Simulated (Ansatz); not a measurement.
# Li2PdN2: relaxing a made-up structure, part 2 of 2

This structure for Li2PdN2 is made up. Its elements were placed in a known structure type with a cell scaled to their sizes. What cell does the guess relax to, and how far off was it?

Ansatz 0.2.0; DFT, PBEsol, plane-wave PAW, files of the set soft_1, scalar-relativistic, no spin, cell and ions relaxed at zero pressure; PAW set soft_1 (the session's first sound run).

So far: The structure; Relaxation of the guess.

## (2) Relaxation of the guess (continued)

Relaxation path:

| step | energy less that of the first step (eV) | largest force component (eV/Å) | pressure (GPa) | volume (Å³) |
| --- | --- | --- | --- | --- |
| 1 | 0.0000 | 0.7770 | -13.37 | 48.93 |
| 2 | -0.2234 | 0.0619 | -4.30 | 45.90 |
| 3 | -0.2485 | 0.0903 | 1.04 | 44.42 |
| 4 | -0.2492 | 0.0067 | -0.05 | 44.66 |
| 5 | -0.2493 | 0.0008 | 0.00 | 44.65 |
| 6* | -0.2449 | 0.0008 | -0.15 | 44.65 |
| 7 | -0.2450 | 0.0016 | 0.01 | 44.60 |
| 8* | -0.2449 | 0.0016 | 0.01 | 44.60 |

Relaxation steps marked * repeat the geometry before them on a plane-wave basis chosen anew for their cell, so energy and pressure can jump there.

Forces are held to the 12 operations that the run works with; a distortion that breaks them can't arise in this run.

| conventional cell, symmetrised | before | after | change |
| --- | --- | --- | --- |
| a (Å) | 3.328 | 3.189 | -4.2 % |
| b (Å) | 3.328 | 3.189 | -4.2 % |
| c (Å) | 5.101 | 5.064 | -0.7 % |
| volume (Å³/atom) | 9.79 | 8.92 | -8.8 % |

The atoms that moved most (Å, as changes of fractional coordinates times the final cell):

| atom | dx | dy | dz | length |
| --- | --- | --- | --- | --- |
| Li5 | 0.000 | 0.000 | 0.031 | 0.031 |
| Li4 | 0.000 | 0.000 | -0.031 | 0.031 |
| N2 | 0.000 | 0.000 | -0.028 | 0.028 |
| N3 | 0.000 | 0.000 | 0.028 | 0.028 |

The relaxed structure:

```xyz
5
Lattice="3.1892 0.0000 0.0000 -1.5946 2.7620 0.0000 0.0000 0.0000 5.0637" Properties=species:S:1:pos:R:3 pbc="T T T"
Pd    0.0000    0.0000    0.0000
N     0.0000    1.8413    1.0722
N     1.5946    0.9207    3.9915
Li    0.0000    1.8413    3.2635
Li    1.5946    0.9207    1.8002
```

Numbers from this step:

```
free energy         : -8069.7677 eV
Fermi energy        : 11.32 eV
gap by band count   : 0.9641 eV
electrons           : 34
symmetry operations : 12
pressure            : 0.007065 GPa
```

The shortest distance of each pair, which need not be the same contact before and after:

| pair | guess (Å) | relaxed (Å) |
| --- | --- | --- |
| Li–N | 2.036 | 1.980 |
| N–Pd | 2.218 | 2.131 |
| Li–Li | 2.461 | 2.352 |
| Li–Pd | 2.620 | 2.575 |
| N–N | 2.934 | 2.826 |

The relaxation ends with a largest force component of 0.0016 eV/Å and a pressure of 0.01 GPa.

## (3) Bands of the relaxed cell

With the geometry fixed, one more self-consistent run, with a narrower smearing and the mesh shown in its input, gives the bands, and its pressure, and its forces where symmetry allows any, show how far the geometry depends on these settings.

This step: DFT, PBEsol, plane-wave PAW, files of the set soft_1, scalar-relativistic, no spin, bands and density of states at the relaxed cell; PAW set soft_1 (Ansatz 0.2.0).

input.yaml reads:

```yaml
crystal:
  lattice:
    - [3.1892398673, 0.0, 0.0]
    - [-1.5946199336, 2.7619627438, 0.0]
    - [0.0, 0.0, 5.0637278059]
  atoms:
    - { symbol: Pd, position: [0.0, 0.0, 0.0] }
    - { symbol: "N", position: [0.3333333333, 0.6666666667, 0.2117432288] }
    - { symbol: "N", position: [0.6666666667, 0.3333333333, 0.7882567712] }
    - { symbol: Li, position: [0.3333333333, 0.6666666667, 0.6444871258] }
    - { symbol: Li, position: [0.6666666667, 0.3333333333, 0.3555128742] }
kpoints:
  mp_grid: { grid: [12, 12, 6] }
  band_path:
    path:
      - [[0.0, 0.0, 0.0], [0.5, 0.0, 0.0], [0.33333333, 0.33333333, 0.0], [0.0, 0.0, 0.0], [0.0, 0.0, 0.5], [0.5, 0.0, 0.5], [0.33333333, 0.33333333, 0.5], [0.0, 0.0, 0.5]]
      - [[0.5, 0.0, 0.5], [0.5, 0.0, 0.0]]
      - [[0.33333333, 0.33333333, 0.0], [0.33333333, 0.33333333, 0.5]]
    npoints: 8
scf:
  occupations: { method: fermi_dirac, width: 0.03 }
  n_extra_bands: 9
hamiltonian:
  xc: pbesol
  pseudopotentials: { kind: paw, azcp: { folder: soft_1 }, xc_functional: pbe }
output:
  forces: true
  stress: true
  write_bands: true
  dos: { projected: true }
  write_density: true
  write_potential: true
  elf: true
  volumetric_format: npy
```

On the command line:

```sh
$ ansatz run input.yaml --threads 4 --pin off --max-ram 8192MiB --backend cpu --events-out ev --progress --plain --runs-dir out
```

Numbers of over 12 decimals in the logs are rounded to 6 here.

Log:

```text
[...]
Crystal: 5 atoms, lattice volume = 44.604 Å³
Basis set: ecut = 420 eV, 881 PW (Γ), exchange–correlation on 48×48×72 points (8 copies of the dense FFT grid, shifted against one another)
Bands: 26, of which v1, the nominal top of the filled ones, is band 17 counted from 1 (16 counted from 0)
Symmetry: 12 space group operations
[...]
k-points: 100 of 864
[...]
SCF iter   1: F=—  HF=-8077.393996 eV  |F-HF|=—  |Δ(HF+E_count)|=         —  Δρ=2.39e-1  dr2=4.26e1  ethr=3.10e-3  ⟨swp⟩=6.0  Hψ=10721  notcnv=0
[...]
SCF iter   8: F=-8069.767721 eV  HF=-8069.767721 eV  |F-HF|=7.24e-9  |Δ(HF+E_count)|=   1.10e-7  Δρ=7.88e-6  dr2=2.96e-8  ethr=2.94e-10  ⟨swp⟩=12.9  Hψ=16769  notcnv=0
SCF 1 converged in 8 iterations: F = -8069.767721 eV  dr2 = 2.96e-8
[...]
NSCF: frozen V_eff on 75 k-points
SCF converged after 8 iterations
Free energy (F): -8069.767721 eV
[...]
Internal energy: -8069.767721 eV  (E = F + TS)
E sigma→0 (E₀):  -8069.767721 eV
Entropy (-TS):   -0.000000 eV (-0.000 meV/atom)
Fermi energy:    11.332530 eV
[...]
--- Forces (eV/Å), atoms counted from 1 ---
  atom   1  Pd    -0.00000000     0.00000000     0.00000000
  atom   2  N     -0.00000000     0.00000000    -0.00092892
  atom   3  N      0.00000000    -0.00000000     0.00092892
  atom   4  Li    -0.00000000    -0.00000000    -0.00150832
  atom   5  Li     0.00000000    -0.00000000     0.00150832
  max |Σ_I F_I| component: 1.85e-17 eV/Å
--- Stress (GPa, compression-positive) ---
        0.005988       0.000000       0.000000
        0.000000       0.005988       0.000000
        0.000000       0.000000       0.008173
  P = ⅓ Tr σ = 0.0067 GPa (0.067 kbar)
--- Band table (eV; the first three rows and the last of 100) ---
  k-point 0: bands = [... 13 lower, 9.5231, 10.1451, 10.1451, 10.4225, 13.1655, 13.1655, 15.7552, 18.5391, ... 5 higher]
  k-point 1: bands = [... 13 lower, 9.3023, 10.0956, 10.0956, 10.4005, 13.2413, 13.2413, 16.0396, 18.3360, ... 5 higher]
  k-point 2: bands = [... 13 lower, 8.7877, 10.0014, 10.0014, 10.4041, 13.3897, 13.3897, 16.7204, 17.9704, ... 5 higher]
  k-point 99: bands = [... 13 lower, 7.3171, 8.0785, 9.7587, 9.7587, 12.8660, 12.8660, 17.1096, 19.6494, ... 5 higher]
```

The job ended after 2.1 s (4 threads of Arm Neoverse V2, shared host; peak memory 0.39 GiB; 7.5 s of CPU time).

Reading the cycles: dr2 is the Hartree energy of the density residual (eV), the measure of convergence; HF is the Harris–Foulkes estimate of the energy, which meets the free energy F at convergence.

Numbers from this step:

* Fermi energy: 11.33 eV
* gap by band count: 0.8509 eV
* pressure: 0.006717 GPa

From bands.tsv. The electronic bands at the labelled points (eV, zero at the valence top; v1 is the highest filled band, c1 the lowest empty one):

| point | v4 | v3 | v2 | v1 | c1 | c2 | c3 | c4 |
| --- | --- | --- | --- | --- | --- | --- | --- | --- |
| Γ | -1.36 | -0.74 | -0.74 | -0.46 | 2.28 | 2.28 | 4.87 | 7.66 |
| halfway | -2.20 | -1.09 | -0.87 | -0.55 | 1.64 | 2.08 | 5.94 | 8.91 |
| M | -2.58 | -2.55 | -2.03 | -1.46 | 1.73 | 2.38 | 6.59 | 8.48 |
| halfway | -2.57 | -2.54 | -1.66 | -0.79 | 1.65 | 1.94 | 6.31 | 9.55 |
| K | -2.81 | -2.60 | -0.93 | -0.93 | 1.60 | 1.60 | 6.07 | 10.71 |
| halfway | -2.26 | -1.38 | -1.18 | -0.17 | 1.73 | 1.76 | 6.09 | 9.68 |
| Γ | -1.36 | -0.74 | -0.74 | -0.46 | 2.28 | 2.28 | 4.87 | 7.66 |
| halfway | -1.83 | -0.83 | -0.83 | -0.49 | 2.43 | 2.43 | 5.47 | 7.26 |
| A | -2.39 | -0.93 | -0.93 | -0.46 | 2.58 | 2.58 | 6.35 | 6.96 |
| halfway | -2.01 | -1.48 | -0.74 | -0.36 | 1.14 | 1.92 | 6.06 | 8.24 |
| L | -2.60 | -2.20 | -1.59 | -1.36 | 1.85 | 1.88 | 4.59 | 9.04 |
| halfway | -2.82 | -2.53 | -1.43 | -1.04 | 1.84 | 1.91 | 5.47 | 9.06 |
| H | -3.56 | -2.80 | -1.12 | -1.12 | 1.98 | 1.98 | 6.23 | 8.77 |
| halfway | -2.09 | -1.49 | -0.66 | -0.59 | 0.86 | 1.95 | 6.24 | 8.25 |
| A | -2.39 | -0.93 | -0.93 | -0.46 | 2.58 | 2.58 | 6.35 | 6.96 |
| jump to L | -2.60 | -2.20 | -1.59 | -1.36 | 1.85 | 1.88 | 4.59 | 9.04 |
| halfway | -2.60 | -2.38 | -1.79 | -1.42 | 1.79 | 2.13 | 5.37 | 9.23 |
| M | -2.58 | -2.55 | -2.03 | -1.46 | 1.73 | 2.38 | 6.59 | 8.48 |
| jump to K | -2.81 | -2.60 | -0.93 | -0.93 | 1.60 | 1.60 | 6.07 | 10.71 |
| halfway | -3.02 | -2.81 | -1.03 | -1.03 | 1.79 | 1.79 | 6.16 | 9.50 |
| H | -3.56 | -2.80 | -1.12 | -1.12 | 1.98 | 1.98 | 6.23 | 8.77 |

States per cell as run, both spins, in windows of 1 eV, from dos.tsv (zero at the valence-band top): Near the top, bands beyond those computed are missing, so counts there can be too low.

| from | to | total |
| --- | --- | --- |
| -8 | -7 | 0.00 |
| -7 | -6 | 0.81 |
| -6 | -5 | 4.29 |
| -5 | -4 | 3.22 |
| -4 | -3 | 1.66 |
| -3 | -2 | 2.62 |
| -2 | -1 | 2.98 |
| -1 | 0 | 2.42 |
| 0 | 1 | 0.02 |
| 1 | 2 | 3.13 |
| 2 | 3 | 0.85 |
| 3 | 4 | 0.00 |
| 4 | 5 | 0.03 |

Below -8 eV lie 16.0 more states.

Valence density in the ac plane at fractional y = 0.333, with atoms of N and Li within 0.2 Å of it. It is the smooth field of the valence electrons, not physical close to the nuclei.

Ten steps, logarithmic in the rise over the least value, from '0' (0.1 e/Å³) to '9' (8.7 e/Å³):
```
4455443333343333
3444433344555443
3333333456666544
3333333567777654
3222234567777754
3211223567887754
2111123467787653
2110112456776543
1100012345555432
1000001233443321
0000001122222211
0000000011121110
0000000001111100
0000000002442100
0000000025776300
1111111147998511
1222211148998621
2233222137887411
2333332114664212
3344332211121112
3344432211000112
3444433211000112
3444433211001122
3444443211111123
4455443221111223
4455543222222223
```
Columns run along a (3.2 Å), rows up along c (5.1 Å). Atoms in or near the plane, at fractional coordinates: N at (0.67, 0.79), Li at (0.67, 0.36).

Electrostatic potential energy in the ac plane at fractional y = 0.333, with atoms of N and Li within 0.2 Å of it. With pseudopotentials it is smooth inside the atoms' cores, unlike the true potential.

Ten even steps from '0' (-32 eV) to '9' (13 eV):
```
8766688999999999
8777789998667899
9888899974213689
9999999840000379
9999999730000169
9999999730000169
9999999841000379
9999999974223699
9999999998767999
9999999999999999
9999999999999999
9999999999999999
9999999998888999
9999999986556789
9999999864323689
9999999853102479
9999999852001479
9999999863113579
9999999975445789
9999999988767899
9999999999989999
9988999999999999
9888899999999999
8777789999999999
8766688999999999
7655678999999999
```
Columns run along a (3.2 Å; values clipped at the 3rd and 97th percentile), rows up along c (5.1 Å). Atoms in or near the plane, at fractional coordinates: N at (0.67, 0.79), Li at (0.67, 0.36).

ELF in the ac plane at fractional y = 0.333, with atoms of N and Li within 0.2 Å of it. It is the smooth field of the valence electrons, not physical close to the nuclei.

Ten even steps from '0' (0.02) to '9' (1.00):
```
1233321234555421
1233212367777642
2122113677767764
3111124776435775
3211135774103776
4211136775114776
4100136787556786
3100025788888886
2000014788888875
1000013678888764
1000002467777652
0000001223333221
0000000000000000
0111100000010000
1223210003674000
1344320016998200
2455431016998200
3555542004895001
4566543000231002
4566543100000002
3455543100000012
3344432100000012
2223222100000011
1222211100000011
1222221111111111
2233221112232111
```
Columns run along a (3.2 Å), rows up along c (5.1 Å). Atoms in or near the plane, at fractional coordinates: N at (0.67, 0.79), Li at (0.67, 0.36).

## (4) Results

```json
{
  "space group, relaxed": "P-3m1",
  "conventional cell": "a = 3.189, b = 3.189, c = 5.064 Å; α = 90.0°, β = 90.0°, γ = 120.0°",
  "volume per atom": "8.92 Å³ (guess 9.79)"
}
```

What this shows: Li2PdN2 relaxes to P-3m1 with a = 3.189, b = 3.189 and c = 5.064 Å. The guessed volume was 10 % too large. The space group P-3m1 was held in the relaxation, so the end point is a stationary structure within it and may be a saddle against distortions or other arrangements. It has an indirect Kohn–Sham gap of 0.86 eV, which semilocal functionals understate. On the 12×12×6 mesh with the narrower smearing (relaxed on 9×9×5) the largest force component is 0.002 eV/Å and the largest stress component is 0.008 GPa, within the relaxation's thresholds of 0.015 eV/Å and 0.05 GPa. The cutoff wasn't tested. No dispersion term is used, so weakly bound directions may come out too long. The runs have no spin, and magnetism wasn't tested. Nothing here tests whether the compound is stable against decomposition.

[Logs are printed without paths, hosts, clocks, repeated set-up lines and the standing remarks that a program may print on its own settings, such as how far it seeks lower states.]

[Hosts, paths, dates, database ids (printed as entryN), source tags and the programs' standing remarks are cut or masked in the printed files.]
